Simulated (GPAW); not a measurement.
The Rh L₃ edge of atom 1 in LiRh (P-6m2), with 6 Li at 2.65 Å and 6 Rh at 2.65 Å (anticuboctahedral, as in hcp, site symmetry -6m2), was computed in 2 ways: excited-electron core hole (neutral cell) and no core hole. Program and functional: GPAW, LDA, Gaussian full width 2.13 eV up to 4 eV, rising linearly to 3.5 eV at 25 eV; cells of 2 and 24 atoms (the run without a hole in the smaller).

Each run is counted from its own lowest empty level or Fermi level and scaled to a mean of 1 over its first 20 eV.

| E (eV) | run 1 | run 2 |
| --- | --- | --- |
| -2.0 | 0.04 | 0.07 |
| -1.0 | 0.35 | 0.58 |
| 0.0 | 1.19 | 1.79 |
| 1.0 | 1.77 | 2.42 |
| 2.0 | 1.61 | 2.01 |
| 3.0 | 1.22 | 1.42 |
| 4.0 | 0.89 | 0.96 |
| 5.0 | 0.70 | 0.72 |
| 6.0 | 0.59 | 0.55 |
| 7.0 | 0.71 | 0.62 |
| 8.0 | 0.99 | 0.86 |
| 9.0 | 1.03 | 0.92 |
| 10.0 | 0.92 | 0.81 |
| 11.0 | 0.93 | 0.80 |
| 12.0 | 1.11 | 0.94 |
| 13.0 | 1.19 | 1.03 |
| 14.0 | 1.07 | 0.96 |
| 15.0 | 0.94 | 0.85 |
| 16.0 | 0.87 | 0.77 |
| 17.0 | 0.83 | 0.72 |
| 18.0 | 0.80 | 0.69 |
| 19.0 | 0.77 | 0.67 |
| 20.0 | 0.74 | 0.63 |
| 21.0 | 0.72 | 0.61 |
| 22.0 | 0.72 | 0.60 |
| 23.0 | 0.73 | 0.61 |
| 24.0 | 0.75 | 0.62 |
| 25.0 | 0.77 | 0.64 |
| 26.0 | 0.80 | 0.66 |
| 27.0 | 0.82 | 0.67 |
| 28.0 | 0.82 | 0.68 |
| 29.0 | 0.83 | 0.68 |
| 30.0 | 0.85 | 0.70 |
| 31.0 | 0.87 | 0.73 |
| 32.0 | 0.91 | 0.79 |

Which run is which?

Run 1: excited-electron core hole (neutral cell) (area from −2 to 6 eV 8.1, main maxima 1.2 eV (1.78), 8.6 eV (1.05) and 12.8 eV (1.19)). Run 2: no core hole (area from −2 to 6 eV 10.2, main maxima 1.0 eV (2.42), 8.6 eV (0.93) and 13.0 eV (1.03)). With each curve scaled to its own mean, the area from −2 to 6 eV with the hole is 8.1 against 10.2, and the centre of weight from −1 to 20 eV moves by +1.1 eV (first and strongest maxima below 20 eV: 1.0 eV (2.42), 8.6 eV (0.93) and 13.0 eV (1.03) without the hole, 1.2 eV (1.78), 8.6 eV (1.05) and 12.8 eV (1.19) with it): the near-edge weight falls against the higher-lying part.

[Hosts, paths, dates, database ids (printed as entryN), source tags and the programs' standing remarks are cut or masked in the printed files.]

[Lists of maxima count a maximum above −3 eV only where it reaches 4 % of the highest in the window and stands out from its surroundings by 2 % of it (1.5 % where it reaches 55 %); shoulders and weaker maxima are passed over, and of the rest the first, up to two pre-edge ones and the few strongest are named.]
